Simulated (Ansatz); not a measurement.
# Dielectric function and optical constants of PtSe2 (Sudovikovite), part 2 of 2

What colour and refractive index does PtSe2 (Sudovikovite) have at this level of theory? The cell comes from an older database entry, whose edges can differ from later determinations, mostly by under a per cent.

Ansatz 0.2.0; DFT, PBE, plane-wave PAW, default files, scalar-relativistic, independent-particle optical response without local fields.

So far. Step 2 (Ground state and bands): There are states at the Fermi level within the smearing, so the occupations stay smeared and the carriers get a Drude term. The cell is left with a pressure of 7.3 GPa and forces up to 0.61 eV/Å, as it stands unrelaxed at this level.

The database entry behind the starting cell has ideal inner coordinates that were not refined, so it need not match the best structure at room temperature.

### Step 3. Spectrum (continued)

Re ε against photon energy:

| photon energy (eV) | E ∥ x or y | E ∥ z |
| --- | --- | --- |
| 0.5 | 24.7 | 10.5 |
| 1.0 | 46.3 | 23.7 |
| 1.5 | 6.06 | 2.28 |
| 2.0 | 6.43 | 8.11 |
| 2.5 | 0.272 | 8.42 |
| 3.0 | -7.87 | -2.86 |
| 3.5 | -5.71 | -1.82 |
| 4.0 | -3.57 | -0.315 |
| 4.5 | -0.877 | 4.36 |
| 5.0 | 0.788 | 3.63 |
| 5.5 | 2.22 | 0.895 |
| 6.0 | 1.18 | 0.158 |
| 6.5 | 0.925 | -1.32 |
| 7.0 | -0.498 | 0.0958 |
| 7.5 | -2.12 | 0.0582 |
| 8.0 | -1.55 | 0.137 |
| 8.5 | -2.26 | 0.0985 |
| 9.0 | -1.27 | 1.69 |
| 9.5 | -0.285 | 1.10 |
| 10.0 | 0.747 | 0.800 |
| 10.5 | 0.489 | 1.28 |
| 11.0 | 0.498 | 1.11 |
| 11.5 | -0.302 | -1.02 |
| 12.0 | -0.889 | -0.799 |
| 12.5 | -1.58 | -0.378 |
| 13.0 | -1.37 | -0.804 |
| 13.5 | -1.16 | -0.834 |
| 14.0 | -0.867 | -0.618 |
| 14.5 | -0.884 | -0.740 |
| 15.0 | -1.11 | -0.719 |
| 15.5 | -1.04 | -0.875 |
| 16.0 | -0.853 | -0.957 |
| 16.5 | -0.726 | -0.762 |
| 17.0 | -0.482 | -0.598 |
| 17.5 | -0.511 | -0.412 |
| 18.0 | -0.490 | -0.251 |
| 18.5 | -0.369 | -0.298 |
| 19.0 | -0.314 | -0.344 |
| 19.5 | -0.183 | -0.322 |
| 20.0 | -0.132 | -0.249 |

The loss function −Im 1/ε at q → 0 has structure finer than the step of the table below, so its rows give means over 0.5 eV. Peaks (eV: height): E ∥ x or y 9.60: 0.449; E ∥ z 4.20: 0.266, 8.65: 0.352.

The loss function −Im 1/ε at q → 0 by energy loss; means over each step:

```csv
energy loss (eV),E ∥ x or y,E ∥ z
1.0,0.0103,0.0222
1.5,0.0269,0.0554
2.0,0.0364,0.0569
2.5,0.0392,0.0472
3.0,0.0481,0.0661
3.5,0.0759,0.125
4.0,0.125,0.207
4.5,0.185,0.125
5.0,0.180,0.0810
5.5,0.149,0.127
6.0,0.141,0.136
6.5,0.138,0.176
7.0,0.132,0.222
7.5,0.140,0.226
8.0,0.178,0.266
8.5,0.199,0.316
9.0,0.306,0.264
9.5,0.424,0.233
10.0,0.338,0.259
10.5,0.273,0.248
11.0,0.265,0.190
11.5,0.237,0.207
12.0,0.242,0.301
12.5,0.256,0.308
13.0,0.297,0.300
13.5,0.362,0.347
14.0,0.418,0.395
14.5,0.405,0.383
15.0,0.410,0.422
15.5,0.463,0.409
16.0,0.537,0.474
16.5,0.654,0.556
17.0,0.795,0.680
17.5,0.786,0.815
18.0,0.861,0.862
18.5,1.01,0.848
19.0,1.22,0.893
19.5,1.46,1.04
```

The reflectivity at normal incidence has structure finer than the step of the table below, so its rows give means over 1 eV. Peaks (eV: height): E ∥ x or y 1.3: 64.0, 3.0: 61.9, 8.6: 44.5, 13.3: 39.7, 15.6: 39.0; E ∥ z 1.2: 56.6, 3.0: 53.2, 5.0: 40.6, 11.7: 37.2, 15.9: 37.6.

Reflectivity at normal incidence against photon energy; means over each step:

```
photon energy (eV)  E ∥ x or y (%)  E ∥ z (%)
                 1            58.2       50.7
                 2            56.0       41.8
                 3            60.0       50.2
                 4            47.6       29.2
                 5            29.3       33.8
                 6            32.2       36.7
                 7            38.3       30.7
                 8            42.3       26.7
                 9            36.3       19.5
                10            20.0       22.4
                11            25.4       27.3
                12            34.2       31.8
                13            38.5       30.7
                14            33.2       29.4
                15            36.6       30.5
                16            38.0       35.0
                17            31.8       32.2
                18            31.9       25.0
                19            30.2       26.8
```

The refractive index n and extinction k by photon energy:

```csv
photon energy (eV),"n, E ∥ x or y","k, E ∥ x or y","n, E ∥ z","k, E ∥ z"
1,7.17,2.27,5.44,2.43
2,4.08,3.19,3.31,1.70
3,2.40,3.69,2.50,3.02
4,1.39,2.34,1.51,1.61
5,1.85,1.63,2.82,2.08
6,2.02,1.70,1.95,1.91
7,1.89,2.02,1.52,1.49
8,1.36,1.84,1.38,1.33
9,0.917,1.45,1.63,0.987
10,1.35,1.04,1.54,1.25
11,1.45,1.27,1.80,1.45
12,1.26,1.57,1.07,1.40
13,0.903,1.48,1.11,1.42
14,0.807,1.23,0.930,1.22
15,0.706,1.27,0.864,1.21
16,0.586,1.09,0.640,1.17
17,0.563,0.894,0.580,0.967
18,0.524,0.875,0.657,0.826
19,0.455,0.722,0.597,0.837
20,0.500,0.618,0.508,0.713
```

From ε follow the optical constants at some laser lines:

```
wavelength (nm)  n xy   k xy  R (%) xy  1/α xy   n z    k z  R (%) z   1/α z
           1550  6.79  1.043      56.0  118 nm  5.22  1.402     48.7   88 nm
           1064  6.87  3.465      62.9   24 nm  4.83  3.179     56.2   27 nm
            800  4.42  3.717      59.1   17 nm  3.02  2.494     46.0   26 nm
            633  4.09  3.176      54.5   16 nm  3.26  1.747     38.5   29 nm
            365  1.77  3.094      59.0  9.4 nm  1.76  2.368     46.7   12 nm
            308  1.37  2.297      49.7   11 nm  1.50  1.556     30.8   16 nm
            248  1.85  1.625      31.2   12 nm  2.82  2.079     40.4  9.5 nm
```

A polished face would reflect 51 % of daylight and look light grey (CIE x = 0.302, y = 0.317 under D65).

### Step 4. Summary of results

| Item | Value |
| --- | --- |
| gap on the path | 0 eV |
| main peak of the optical conductivity above 1 eV, first axis | 1.28 eV |
| Drude plasma energy, first axis | 2.07 eV |

What this shows: At this level (PBE, independent particles) PtSe2 is a metal with a Drude plasma energy of 2.1 eV; it reflects 55 % at 550 nm. Along x the bare Drude plasma energy is 2.1 eV; Re ε first rises through zero at 0.34 eV, far lower, because interband transitions screen the carriers. Im ε is 5.3 there, so the loss peak at that energy is weak. A polished face would reflect 51 % of daylight and look light grey (CIE x = 0.302, y = 0.317 under D65). In the base run ε includes the program's bounded estimate of what the bands above those summed add. The carriers' damping of 0.03 eV is typed, not computed; at 0.8 eV the carriers give 2 % of Im ε, the rest is interband. The run has no spin polarisation; magnetic order or correlation, untested here, could change the spectrum. Spin-orbit coupling is left out although heavy atoms are present. The Fermi-Dirac width of 0.05 eV acts as an electron temperature of 580 K in the carriers' term. Not shown from this task: 1 step that ran out of time.

[Long decimals in the printed logs are rounded to 6 places.]

[Logs are printed without paths, hosts, clocks, repeated set-up lines and the standing remarks that a program may print on its own settings, such as how far it seeks lower states.]

[Hosts, paths, dates, database ids (printed as entryN), source tags and the programs' standing remarks are cut or masked in the printed files.]

[Where the starting crystal was built by hand or by swapping elements, it need not be the compound's stable phase.]

[The count of steps not shown may lack steps that the program refused or didn't finish.]
